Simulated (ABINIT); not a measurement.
## A GW chain in ABINIT: MgO (Fm-3m)

Aim: the G0W0 gap of MgO (Fm-3m) on PBE, step by step.

Program: ABINIT 10.8.3. Level of theory: PBE and many-body steps on it, plane waves. Results are calculated unless marked as measured.

**What was measured.**

- Gap 7.83 eV: direct gap at Gamma, low temperature; bulk crystal (literature value) (quoted in “The Band-Gap Studies of Short-Period CdO/MgO Superlattices”, 2021, pmc:8035356).

- Gap 7.83 eV: literature experimental gap; bulk crystal (quoted in “Electronic structure of alkaline earth and post-transition metal oxides”, 2009, arxiv:0908.1581).

## 1. The structure

It takes space group Fm-3m (No. 225, cubic). The conventional cell has a = 4.194 Å, b = 4.194 Å, c = 4.194 Å, α = 90.00°, β = 90.00°, γ = 90.00°. Nearest to Mg lie 6 O at 2.10 Å. Nearest to O lie 6 Mg at 2.10 Å. Farther neighbours and most contacts between anions are not listed.

The cell and positions are those that the Materials Project relaxed with its own functionals (PBE, PBE+U or r2SCAN), kept fixed.

## 2. Ground state

This step: ABINIT 10.8.3; DFT, PBE, plane waves, norm-conserving pseudopotentials.

The ground-state density comes first.

Input file run.abi:

```
acell 3*1.0 Angstrom
rprim 
  -0.000000000000 2.097001392700 2.097001392700
  2.097001392700 0.000000000000 2.097001392700
  2.097001392700 2.097001392700 0.000000000000
ntypat 2
znucl 12 8
natom 2
typat 1 2
xred 
  0.000000000000 0.000000000000 0.000000000000
  0.500000000000 0.500000000000 0.500000000000
pp_dirpath "pseudos"
pseudos "Mg.upf, O.upf"
ecut 38
ngkpt 8 8 8
nshiftk 1
shiftk 0 0 0
kptopt 1
chksymbreak 0
nband 13
occopt 1
tolvrs 1e-10
nstep 60
prtwf 0
optforces 0
optstress 0
indata_prefix "in"
outdata_prefix "out"
tmpdata_prefix "tmp"
```

Run with:

```bash
> OMP_NUM_THREADS=1 mpirun -n 4 abinit run.abi > log
```

Numbers of over 12 decimals in the logs are rounded to 6 here.

Output:

```text
.Version 10.8.3 of ABINIT. v10.8.2 released Aug 2026.

 Symmetries : space group Fm -3 m (#225); Bravais cF (face-center cubic)
================================================================================
 Values of the parameters that define the memory need of the present run
     intxc =       0    ionmov =       0      iscf =       7    lmnmax =       5
     lnmax =       5     mgfft =      32  mpssoang =       3    mqgrid =    3001
     natom =       2  nloc_mem =       1    nspden =       1   nspinor =       1
    nsppol =       1      nsym =      48    n1xccc =    2501    ntypat =       2
    occopt =       1   xclevel =       2
-    mband =          13        mffmem =           1         mkmem =           8
       mpw =        1410          nfft =       32768          nkpt =          29
================================================================================
  Rough estimation (10% accuracy) of disk space for files :
================================================================================

--------------------------------------------------------------------------------
------------- Echo of variables that govern the present computation ------------
--------------------------------------------------------------------------------
 -outvars: echo values of preprocessed input variables --------
            acell      1.8897261259E+00  1.8897261259E+00  1.8897261259E+00 Bohr

      chksymbreak           0
             ecut      3.80000000E+01 Hartree
-          fftalg         312

              ixc     -101130
              kpt      0.00000000E+00  0.00000000E+00  0.00000000E+00
                       1.25000000E-01  0.00000000E+00  0.00000000E+00
                       2.50000000E-01  0.00000000E+00  0.00000000E+00
                       3.75000000E-01  0.00000000E+00  0.00000000E+00
                       5.00000000E-01  0.00000000E+00  0.00000000E+00
                       1.25000000E-01  1.25000000E-01  0.00000000E+00
                       2.50000000E-01  1.25000000E-01  0.00000000E+00
                       3.75000000E-01  1.25000000E-01  0.00000000E+00
                       5.00000000E-01  1.25000000E-01  0.00000000E+00
   [... 18 further rows ...]
                      -3.75000000E-01  5.00000000E-01  1.25000000E-01
                      -2.50000000E-01  5.00000000E-01  2.50000000E-01
         kptrlatt        8    0    0      0    8    0      0    0    8
          kptrlen      4.48334925E+01
P           mkmem           8
            natom           2
            nband          13
            ngfft          32      32      32
             nkpt          29
            nstep          60
             nsym          48
           ntypat           2
              occ      2.000000  2.000000  2.000000  2.000000  2.000000  2.000000
                       2.000000  2.000000  0.000000  0.000000  0.000000  0.000000
                       0.000000
        optforces           0
        optstress           0
            prtwf           0
            rprim     -0.0000000000E+00  2.0970013927E+00  2.0970013927E+00
[...]
spgroup         225

           tolvrs      1.00000000E-10

             xred      0.0000000000E+00  0.0000000000E+00  0.0000000000E+00
[...]
znucl       12.00000    8.00000

================================================================================

 chkinp: Checking input parameters for consistency.

================================================================================
== DATASET  1 ==================================================================
-   mpi_nproc: 4, omp_nthreads: 1 (-1 if OMP is not activated)

--- !DatasetInfo
iteration_state: {dtset: 1, }
dimensions: {natom: 2, nkpt: 29, mband: 13, nsppol: 1, nspinor: 1, nspden: 1, mpw: 1410, }
cutoff_energies: {ecut:  38.0, pawecutdg:  -1.0, }
electrons: {nelect:   1.60000000E+01, charge:   0.00000000E+00, occopt:   1.00000000E+00, tsmear:   1.00000000E-02, }

 Real(R)+Recip(G) space primitive vectors, cartesian coordinates (Bohr,Bohr^-1):
 R(1)=  0.0000000  3.9627583  3.9627583  G(1)= -0.1261747  0.1261747  0.1261747
 R(2)=  3.9627583  0.0000000  3.9627583  G(2)=  0.1261747 -0.1261747  0.1261747
 R(3)=  3.9627583  3.9627583  0.0000000  G(3)=  0.1261747  0.1261747 -0.1261747
 Unit cell volume ucvol=  1.2445798E+02 bohr^3
 Angles (23,13,12)=  6.00000000E+01  6.00000000E+01  6.00000000E+01 degrees

 getcut: wavevector=  0.0000  0.0000  0.0000  ngfft=  32  32  32
         ecut(hartree)=     38.000   => boxcut(ratio)=   2.05769

--- Pseudopotential description ------------------------------------------------
- Mg Generated using ONCVPSP code by D. R. Hamann
- 12.00000  10.00000  171031                  znucl, zion, pspdat
12 -101130 1 -1 1510                          pspcod,pspxc,lmax,lloc,mmax
     nproj     2     2     0
  pspatm : epsatm=    9.22893308
         --- l  ekb(1:nproj) -->
[...]
pspatm: atomic psp has been read  and splines computed

- O Generated using ONCVPSP code by D. R. Hamann
-  8.00000   6.00000  171031                  znucl, zion, pspdat
12 -101130 2 -1 936                           pspcod,pspxc,lmax,lloc,mmax
     nproj     2     2     1
  pspatm : epsatm=    6.19545534
         --- l  ekb(1:nproj) -->
[...]
1   -4.717130   -1.149271
             2   -1.331955
 pspatm: atomic psp has been read  and splines computed

   2.46790215E+02                                ecore*ucvol(ha*bohr**3)
--------------------------------------------------------------------------------

_setup2: Arith. and geom. avg. npw (full set) are    1393.920    1393.901

================================================================================

--- !BeginCycle
iteration_state: {dtset: 1, }
solver: {iscf: 7, nstep: 60, nline: 4, wfoptalg: 0, }
tolerances: {tolvrs: 1.00E-10, }

     iter   Etot(hartree)      deltaE(h)  residm     vres2
 ETOT  1  -75.935065408622    -7.594E+01 9.238E-02 3.759E+02
 ETOT  2  -75.948061304470    -1.300E-02 1.782E-03 3.414E+02
 ETOT  3  -76.049589092583    -1.015E-01 3.706E-03 3.355E+00
 ETOT  4  -76.050443848706    -8.548E-04 6.433E-04 6.727E-03
 ETOT  5  -76.050444348284    -4.996E-07 3.028E-04 2.929E-04
 ETOT  6  -76.050444431526    -8.324E-08 1.825E-04 1.734E-05
 ETOT  7  -76.050444434780    -3.254E-09 9.311E-05 2.500E-07
 ETOT  8  -76.050444434798    -1.786E-11 6.468E-05 1.722E-08
 ETOT  9  -76.050444434803    -5.556E-12 3.138E-05 4.688E-11

 At SCF step    9       vres2   =  4.69E-11 < tolvrs=  1.00E-10 =>converged.

--- !ResultsGS
iteration_state: {dtset: 1, }
comment   : Summary of ground state results
lattice_vectors:
- [ -0.0000000,   3.9627583,   3.9627583, ]
- [  3.9627583,   0.0000000,   3.9627583, ]
- [  3.9627583,   3.9627583,   0.0000000, ]
lattice_lengths: [   5.60419,    5.60419,    5.60419, ]
lattice_angles: [ 60.000,  60.000,  60.000, ] # degrees, (23, 13, 12)
lattice_volume:   1.2445798E+02
convergence: {deltae: -5.556E-12, res2:  4.688E-11, residm:  3.138E-05, diffor:  0.000E+00, }
etotal    :  -7.60504444E+01
entropy   :   0.00000000E+00
fermie    :   1.77897150E-01
cartesian_stress_tensor: null
pressure_GPa: null
xred      :
- [  0.0000E+00,   0.0000E+00,   0.0000E+00, Mg]
- [  5.0000E-01,   5.0000E-01,   5.0000E-01,  O]
cartesian_forces: null
force_length_stats: {min: null, max: null, mean: null, }

 Integrated electronic density in atomic spheres:
 ------------------------------------------------
 Atom  Sphere_radius  Integrated_density
    1        2.00000          8.40527242
    2        2.00000          6.31969377
================================================================================

 ----iterations are completed or convergence reached----

 Mean square residual over all n,k,spin=   88.198E-09; max=  31.375E-06
 reduced coordinates (array xred) for    2 atoms
       0.000000000000      0.000000000000      0.000000000000
       0.500000000000      0.500000000000      0.500000000000
 rms dE/dt=  0.0000E+00; max dE/dt=  0.0000E+00; dE/dt below (all hartree)
    1       0.000000000000      0.000000000000      0.000000000000
    2       0.000000000000      0.000000000000      0.000000000000

 cartesian coordinates (angstrom) at end:
    1      0.000000     0.000000     0.000000
    2      2.097001     2.097001     2.097001
 length scales=  1.889726125908  1.889726125908  1.889726125908 bohr
              =  1.000000000000  1.000000000000  1.000000000000 angstroms
 prteigrs : about to open file out_EIG
 Fermi (or HOMO) energy (hartree) =   0.17790   Average Vxc (hartree)=  -0.42142
 Eigenvalues (hartree) for nkpt=  29  k points:
 kpt#   1, nband= 13, wtk=  0.00195, kpt=  0.0000  0.0000  0.0000 (reduced coord)
  -2.47971   -1.25783   -1.25783   -1.25783   -0.45613    0.17790    0.17790    0.17790
   0.35778    0.76721    0.76721    0.76721    0.90692
 prteigrs : prtvol=0 or 1, do not print more k-points.

--- !EnergyTerms
iteration_state     : {dtset: 1, }
comment             : Components of total free energy in Hartree
kinetic             :  4.53474650730970E+01
hartree             :  2.06541409295772E+01
xc                  : -1.22547802114040E+01
Ewald energy        : -4.75873828125848E+01
psp_core            :  1.98291994737388E+00
local_psp           : -6.34768462250543E+01
non_local_psp       : -2.07159611358079E+01
total_energy        : -7.60504444348031E+01
total_energy_eV     : -2.06943801769394E+03
band_energy         : -1.27012741502449E+01

== END DATASET(S) ==============================================================
================================================================================

 -outvars: echo values of variables after computation  --------
           etotal     -7.6050444435E+01
            nband          13
             nkpt          29
          spgroup         225
 [... the other variables as echoed above ...]

 Calculation completed.
```

The job ended after 4.5 s (4 MPI ranks of Intel Xeon Platinum 8488C (Sapphire Rapids), shared host; peak memory 0.29 GiB).

This step gave:

```
total energy               : -2069.4380 eV
gap                        : 4.895 eV
k of the valence top       : 0, 0, 0
k of the conduction bottom : 0, 0, 0
least direct gap           : 4.895 eV
```

The gap is direct, at Γ.

(Continued in part 2 of 3.)

[Paths, hosts, dates, memory and timing lines, banners, echoed tables and standing remarks are left out of the program output.]

[Logs are printed without paths, hosts, clocks, repeated set-up lines and the standing remarks that a program may print on its own settings, such as how far it seeks lower states.]

[Runs of the session that timed out or met a known fault of the program may be left out.]

[No measured gap is set beside runs whose start may be inverted or whose files or cutoffs have a known fault.]

[Hosts, paths, dates, database ids (printed as entryN), source tags and the programs' standing remarks are cut or masked in the printed files.]

[G0W0 gaps are taken among the corrected bands and points alone; a level outside them can change the order at an edge.]

[Where Ansatz stands beside ABINIT at settings called matched, ABINIT's density can come from a denser mesh and the files from another edition; pairs whose starting gaps differed by over 0.03 eV were left out, so agreement reads better than it is.]
